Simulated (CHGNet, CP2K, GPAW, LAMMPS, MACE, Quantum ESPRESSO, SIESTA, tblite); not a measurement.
**Codes compared on glassy 68TiO2-32SiO2 (mol %) (84 atoms)**

Wanted: errors and costs of other methods on glassy 68TiO2-32SiO2 (mol %) (84 atoms). A plane-wave run serves as the reference.

Method: Kohn-Sham DFT, PBE, SSSP efficiency 1.3.0 pseudopotentials, plane waves, in Quantum ESPRESSO 7.5.

### Step 1. The system as given

The cell holds 84 atoms: 19 Ti, 9 Si and 56 O. Cell: a = 10.476 Å, b = 10.476 Å, c = 10.476 Å, α = 90.0°, β = 90.0°, γ = 90.0°. 84 atoms (19 Ti, 9 Si, 56 O) placed at random at 3.07 g/cm³, melted at 4000 K for 10 ps at fixed volume with the Morse and Coulomb pair potential with partial charges (Pedone, Malavasi, Menziani, Cormack and Segre, J. Phys. Chem. B 110, 11780 (2006)). Quenched from 4000 K to 300 K at 10 K/ps and fixed volume, held 10 ps at zero pressure.

### Step 2. The reference run

pw.in

```
&control
  calculation = 'scf'
  pseudo_dir = './pseudo'
  outdir = './tmp'
  disk_io = 'none'
  tprnfor = .true.
  tstress = .true.
/
&system
  ibrav = 0
  nat = 84
  ntyp = 3
  ecutwfc = 60
  ecutrho = 480
  nosym = .true.
  occupations = 'smearing'
  smearing = 'fd'
  degauss = 0.003675
/
&electrons
  conv_thr = 4.2e-07
  electron_maxstep = 100
  mixing_beta = 0.4
  mixing_mode = 'plain'
  diagonalization = 'david'
/
ATOMIC_SPECIES
Ti 47.867 Ti.upf
Si 28.085 Si.upf
O 15.999 O.upf
CELL_PARAMETERS angstrom
10.47594 0.00000 0.00000
0.00000 10.47594 0.00000
0.00000 0.00000 10.47594
ATOMIC_POSITIONS crystal
Ti 0.50774 0.54052 0.52643
Ti 0.70371 0.82245 0.92369
Ti 0.25506 0.20332 0.42547
Ti 0.38200 0.29817 0.71658
Ti 0.19098 0.53330 0.80807
Ti 0.68991 0.04707 0.53023
Ti 0.55122 0.13661 0.94184
Ti 0.24533 0.88383 0.32990
Ti 0.26067 0.33701 0.03673
Ti 0.35636 0.59654 0.23068
Ti 0.71604 0.42758 0.90011
Ti 0.97543 0.27221 0.20971
[... 68 atom lines left out ...]
O 0.11179 0.90491 0.20680
O 0.94484 0.94765 0.00514
O 0.05630 0.57531 0.44135
O 0.87316 0.72713 0.30977
K_POINTS gamma
```

On the command line:

```bash
$ OMP_NUM_THREADS=1 mpirun -np 2 pw.x -in pw.in > output.txt
```

The log of the run:

```text
Program PWSCF
     gamma-point specific algorithms are used
     Parallelization info
     sticks:   dense  smooth     PW     G-vecs:    dense   smooth      PW
     Min        7485    3735    938               688791   243627   30518
     Max        7488    3738    939               688792   243630   30519
     Sum       14973    7473   1877              1377583   487257   61037
     bravais-lattice index     =            0
     lattice parameter (alat)  =      19.7967  a.u.
     unit-cell volume          =    7758.4615 (a.u.)^3
     number of atoms/cell      =           84
     number of atomic types    =            3
     number of electrons       =       600.00
     number of Kohn-Sham states=          360
     kinetic-energy cutoff     =      60.0000  Ry
[... lines left out ...]
     scf convergence threshold =      4.2E-07
[... lines left out ...]
     number of k points=     1  Fermi-Dirac smearing, width (Ry)=  0.0037
[... lines left out ...]
     total energy              =   -4703.42710008 Ry
[... lines left out ...]
     total energy              =   -4700.27643807 Ry
[... lines left out ...]
     total energy              =   -4709.95420813 Ry
[... lines left out ...]
     c_bands:  3 eigenvalues not converged
[... lines left out ...]
     total energy              =   -4711.11141142 Ry
[... lines left out ...]
     total energy              =   -4711.11141195 Ry
[... lines left out ...]
   -52.6655 -52.4684 -52.2316 -52.1109 -52.0437 -52.0270 -51.9733 -51.9189
   -51.8936 -51.8301 -51.8275 -51.7701 -51.7181 -51.3963 -51.3394 -51.3370
   -51.3295 -51.3166 -51.2389 -29.1058 -28.9677 -28.8955 -28.8433 -28.7377
[...]
8.9019   8.9212   8.9345   8.9876   9.0290   9.0613   9.1134   9.1565
     9.1925   9.2025   9.2646   9.3262   9.3571   9.3917   9.4575   9.4920
     the Fermi energy is     5.6746 ev
!    total energy              =   -4711.11141206 Ry
     estimated scf accuracy    <       0.00000017 Ry
     smearing contrib. (-TS)   =      -0.00000000 Ry
     internal energy E=F+TS    =   -4711.11141205 Ry
     The total energy is F=E-TS. E is the sum of the following terms:
     one-electron contribution =   -2505.25138385 Ry
     hartree contribution      =    1493.70033829 Ry
     xc contribution           =    -818.71624890 Ry
     ewald contribution        =   -2348.23301396 Ry
     one-center paw contrib.   =    -532.61110364 Ry
     convergence has been achieved in  16 iterations
     Forces acting on atoms (cartesian axes, Ry/au):
     atom    1 type  1   force =     0.04372535    0.03751002   -0.05609646
     atom    2 type  1   force =     0.04624134    0.07919404    0.02848794
     atom    3 type  1   force =     0.02954448    0.01133377   -0.03545752
[...]
atom   83 type  3   force =     0.03947863    0.02821595   -0.06369778
     atom   84 type  3   force =     0.09946615    0.00232176    0.03778098
     Total force =     0.699800     Total SCF correction =     0.001074
     Computing stress (Cartesian axis) and pressure
          total   stress  (Ry/bohr**3)                   (kbar)     P=       60.93
   0.00034249   0.00002328  -0.00001686           50.38        3.43       -2.48
   0.00002328   0.00040046  -0.00001547            3.43       58.91       -2.28
  -0.00001686  -0.00001547   0.00049960           -2.48       -2.28       73.49
     Message from routine punch:
     Nothing written, as per user request (disk_io='none')
```

Wall time 8.6 min (2 MPI ranks of Arm Neoverse V1, shared host); peak memory 3.5 GiB.

Banners and routine set-up lines are dropped from the logs; longer cuts are marked.

Numbers from this run:

```
r.m.s. force component                           : 1.133 eV/Å
longest force                                    : 4.744 eV/Å
pressure                                         : 6.093 GPa
gap (highest filled to lowest empty level) : 2.38 eV
```

### Step 3. Structure statistics

Density 2.97 g/cm³, 13.69 Å³ an atom.

Pair distribution functions g(r), in bins of 0.2 Å:

```tsv
r (Å)	total	O-O	O-Ti	O-Si	Ti-Ti	Ti-Si	Si-Si
1.50	0.57	0.00	0.00	4.03	0.00	0.00	0.00
1.70	2.76	0.00	5.40	7.91	0.00	0.00	0.00
1.90	1.35	0.00	4.34	0.27	0.00	0.00	0.00
2.10	0.18	0.00	0.59	0.00	0.00	0.00	0.00
2.30	0.10	0.00	0.33	0.00	0.00	0.00	0.00
2.50	0.40	0.91	0.00	0.00	0.00	0.00	0.00
2.70	1.30	2.84	0.12	0.00	0.00	0.00	0.00
2.90	1.20	2.50	0.21	0.11	0.00	0.30	0.00
3.10	0.80	1.37	0.09	0.19	0.27	1.92	2.27
3.30	1.10	1.14	0.39	1.08	2.56	3.17	3.23
3.50	0.90	0.50	0.73	1.25	3.71	1.81	0.00
3.70	0.81	0.66	1.23	0.54	0.74	0.20	1.65
3.90	1.05	0.60	1.67	1.55	0.50	0.69	0.00
4.10	1.15	0.61	1.56	2.17	1.06	0.97	0.65
4.30	1.41	0.92	2.02	1.92	0.81	1.01	1.87
4.50	1.16	0.74	1.42	1.53	1.61	1.85	1.09
4.70	0.96	0.90	1.24	0.58	0.81	1.32	0.00
4.90	0.85	1.10	0.70	0.45	0.74	0.90	0.92
5.10	0.97	1.33	0.58	0.70	0.98	0.83	0.85
```

Bonds by pair of elements; cutoffs follow the first minimum of g(r), held within bounds set by covalent radii, and pairs that aren't listed don't count as bonded (cutoffs were set anew for this text, so counts can differ from the run's own analysis):

```tsv
pair A-B	cutoff (Å)	bonds	mean length (Å)	spread (Å)	shortest (Å)	B about A	A about B
O-Ti	2.64	84	1.86	0.138	1.69	1.5	4.42
O-Si	2.16	36	1.64	0.058	1.56	0.643	4
```

How many atoms have how many bonded neighbours:

```tsv
element	mean	2	3	4	5	6
O	2.14	48	8	0	0	0
Si	4	0	0	9	0	0
Ti	4.42	0	0	13	4	2
```

Oxygen atoms by the number of network formers (Si, P, Ge, B, Al, As, Ga) bound to them:

```tsv
network formers bound to O	O atoms	per cent
0	25	44.6
1	26	46.4
2	5	8.9
```

Network units: each former by its oxygen neighbours and how many of them bridge to another former:

```tsv
former	O neighbours	bridging O	atoms
Si	4	0	2
Si	4	1	4
Si	4	2	3
```

Rings of the network by King's shortest-path rule, up to 12 atoms, one path for each pair of neighbours; H, halogens, alkali and alkaline-earth atoms are left out:

```tsv
ring size (atoms)	rings	per network atom
4	3	0.036
6	2	0.024
8	14	0.167
10	25	0.298
12	28	0.333
```

### Step 4. What was run beside it

The programs:
- CHGNet: machine-learned potential, published weights.
- CP2K 2026.2: Gaussian basis with GTH pseudopotentials and a plane-wave density; labels give functional, basis (MOLOPT sets; SR short-range, UZH the newer set with its own potentials), grid cutoff/relative cutoff and solver (OT: orbital transformation; TRS4, TC2, SIGN: linear-scaling purification with its sparsity filter), or its built-in tight binding.
- GPAW 26.7.0: PAW with atomic orbitals (LCAO), plane waves or a real-space grid of spacing h.
- MACE: machine-learned potential, published weights.
- Quantum ESPRESSO 7.5: plane waves; labels (QE) give functional, pseudopotential set and cutoffs of waves/density.
- SIESTA 5.4.2: numerical atomic orbitals, whose automatically made sets are far from complete, with PseudoDojo norm-conserving potentials that we converted to its format (checked against plane waves on the same files for H, C, O, Si, Ge and Ca alone); labels give functional, basis size, energy shift and mesh cutoff.
- tblite 0.8.0: extended tight binding, driven from Python.

All use the same cell and atoms; the electronic-structure runs use the same k-mesh, and an electronic temperature of 580 K (0.05 eV) where levels are smeared.

Differences are against the plane-wave reference, forces as r.m.s. over components; share is that over the reference's r.m.s. force, slope the least-squares factor from reference forces to these. Total energies of different programs have different zeros and aren't compared.

```tsv
run	Δ force, r.m.s. (meV/Å)	share (%)	slope	Δ pressure (GPa)	Δ gap (eV)	cores	CPU time	memory (GiB)
reference	-	-	-	-	-	2	17 min	3.5
CHGNet r2SCAN potential	298	26.3	0.812	-3.71	-	1	4.8 s	1.1
CP2K PBE, DZVP-MOLOPT-SR, 800/50 Ry, OT DIIS	63.6	5.61	1.010	0.333	-0.0745	2	13 min	2.4
CP2K PBE, DZVP-UZH, 800/50 Ry, diagonalisation	83.7	7.39	1.017	0.979	-0.0635	2	7.8 min	4.8
GPAW LDA, LCAO dzp, h 0.18 Å	196	17.3	1.042	-	-0.102	1	6.1 min	1.9
GPAW PBE, LCAO dzp, h 0.18 Å	245	21.6	1.104	-	-0.0895	1	6.9 min	1.9
GPAW PBE, LCAO dzp, h 0.18 Å, other mixer settings	246	21.7	1.104	-	-0.0889	2	9.3 min	2.3
GPAW PBE, LCAO sz(dzp), h 0.18 Å (coarse)	1104	97.4	1.228	-	-0.247	1	2.2 min	1.6
GPAW PBE, grid h 0.2 Å	89.1	7.87	1.034	-	0.0032	2	13 min	2.4
MACE MP-0b2 small potential	184	16.2	0.910	1.22	-	1	7.5 s	0.66
MACE MPA-0 medium potential	127	11.2	0.985	1.40	-	1	9.6 s	1.0
QE PBE, gbrv-1.5, 40/200 Ry	38.2	3.37	1.006	0.608	0.0044	2	8 min	1.3
SIESTA PBE, DZP, shift 0.01 Ry, mesh 200 Ry	157	13.8	1.042	0.640	-0.177	2	1.8 min	0.86
SIESTA PBE, DZP, shift 0.01 Ry, mesh 500 Ry	155	13.7	1.042	0.666	-0.177	2	5.4 min	1.9
tblite GFN1-xTB	825	72.8	0.480	-11.6	-	1	5.8 s	0.12
```

Rows marked coarse use a setting chosen to be so.

Times of the machine-learned potentials are mostly Python's start and the loading of weights.

CPU time is summed over cores on a shared host, where runs went side by side, so it is rough. Symmetry, cutoffs, thresholds, outputs and thread counts weren't matched or tuned between programs; memory under MPI is the largest rank's times the ranks.

Mean charges by element (e), by run and scheme:

```tsv
run	scheme	Ti	Si	O
CP2K PBE, DZVP-MOLOPT-SR, 800/50 Ry, OT DIIS	Mulliken	+1.16	+0.81	-0.52
CP2K PBE, DZVP-MOLOPT-SR, 800/50 Ry, OT DIIS	Hirshfeld	+0.63	+0.53	-0.30
CP2K PBE, DZVP-UZH, 800/50 Ry, diagonalisation	Mulliken	+0.98	+1.09	-0.51
CP2K PBE, DZVP-UZH, 800/50 Ry, diagonalisation	Hirshfeld	+0.61	+0.52	-0.29
SIESTA PBE, DZP, shift 0.01 Ry, mesh 200 Ry	Hirshfeld	+0.53	+0.41	-0.25
SIESTA PBE, DZP, shift 0.01 Ry, mesh 500 Ry	Hirshfeld	+0.53	+0.41	-0.25
tblite GFN1-xTB	Mulliken	+0.87	+0.54	-0.38
```

Within one program, basis, potentials and functional, energies share a zero. Each run against its twin at the usual cutoff or grid and solver:

```tsv
run	twin	Δ energy (meV/atom)	Δ force, r.m.s. (meV/Å)	CPU time over the twin's
GPAW PBE, LCAO dzp, h 0.18 Å, other mixer settings	LCAO dzp, h 0.18 Å	0	0.73	1.3 (this twin ran on 1 cores)
SIESTA PBE, DZP, shift 0.01 Ry, mesh 200 Ry	DZP, shift 0.01 Ry, mesh 500 Ry	2.66	11.0	0.34
```

### Step 5. Results

| Property | Result |
| --- | --- |
| reference r.m.s. force component | 1.13 eV/Å |
| nearest in forces | QE PBE, gbrv-1.5, 40/200 Ry, 3.4 % |
| farthest in forces | GPAW PBE, LCAO sz(dzp), h 0.18 Å (coarse), 97 % |
| cheapest electronic-structure run beside the reference | tblite GFN1-xTB, 5.8 s of CPU time |

What this shows: PBE on plane waves or a grid with other potentials, cutoffs or grids, coarse settings apart, differs from the reference by 3.4 % (QE PBE, gbrv-1.5, 40/200 Ry) to 7.9 % (GPAW PBE, grid h 0.2 Å) of the r.m.s. force; this holds the reference's own error, so differences of a few per cent don't tell which side is nearer the exact PBE result. The PBE runs in local orbitals, coarse settings apart, differ by 5.6 % (CP2K PBE, DZVP-MOLOPT-SR, 800/50 Ry, OT DIIS) to 22 % (GPAW PBE, LCAO dzp, h 0.18 Å, other mixer settings); basis, grid and potentials can all enter. Tight binding differs by 73 % (tblite GFN1-xTB); it is another model, with fitted parameters of its own, and the xTB methods hold dispersion. Machine-learned potentials differ by 11 % (MACE MPA-0 medium potential) to 26 % (CHGNet r2SCAN potential); they were trained on other programs' data, some at another functional. Rows with another functional or a dispersion term differ by 17 % (GPAW LDA, LCAO dzp, h 0.18 Å), which mixes the change of model with differences of basis and potentials. Runs with settings chosen to be coarse differ by 97 % (GPAW PBE, LCAO sz(dzp), h 0.18 Å), their programs' other errors included. Of the electronic-structure runs that take under half the reference's CPU time, QE PBE, gbrv-1.5, 40/200 Ry comes nearest, at 3.4 % in 8 min against 17 min. GPAW PBE, LCAO dzp, h 0.18 Å, other mixer settings stiffens the forces by a factor of 1.10 while following their directions (correlation 0.986). At the same functional, gaps differ from the reference's 2.38 eV by between -0.25 and +0.00 eV. Charges hang on model, scheme and program or settings: among these rows the mean for Si runs from +0.41 to +1.09 e. In the reference: filled and empty levels are parted by 2.38 eV (on the run's k-points); a semilocal functional tends to put such gaps too low. In a disordered cell it changes from sample to sample, and tail or defect levels can set it. In the reference: among the first-shell peaks of g(r) are those at about 2.7 Å (O-O), 1.8 Å (O-Ti), 1.6 Å (O-Si), 3.5 Å (Ti-Ti), 3.3 Å (Ti-Si) and 3.2 Å (Si-Si). Periodic xTB results under one method name differ between programs and library versions. The reference's pressure holds the uncorrected Pulay stress of its 60 Ry basis, so small pressure differences, and their order, may be the reference's own error. Machine-learned potentials mimic data converged in k, so the reference's own k-point error enters their differences. The quench rate of 10 K/ps is many orders above laboratory rates, so the cell is likely richer in defects and strain than a real sample. The network of bonds at the start is that of the classical potential that made the cell, and needn't be the one that DFT or experiment would give. The electronic-structure runs sample only Γ, in a cell whose shortest periodic width is 10 Å.

[Long decimals in the printed logs are rounded to 6 places.]

[Also dropped from logs without a mark: lines with file paths, logging warnings of Python, QE's lines on negative density and diagonalisation, SIESTA's first energy breakdown, zero terms and Voronoi charges.]

[Logs are printed without paths, hosts, clocks, repeated set-up lines and the standing remarks that a program may print on its own settings, such as how far it seeks lower states.]

[Hosts, paths, dates, database ids (printed as entryN), source tags and the programs' standing remarks are cut or masked in the printed files.]

[Not all failed runs are listed: runs killed by the host, ended in a Python traceback or in CONQUEST's support-function errors, and SIESTA runs with faulty potentials for Cu, Fe, Ni or Zn are left out.]
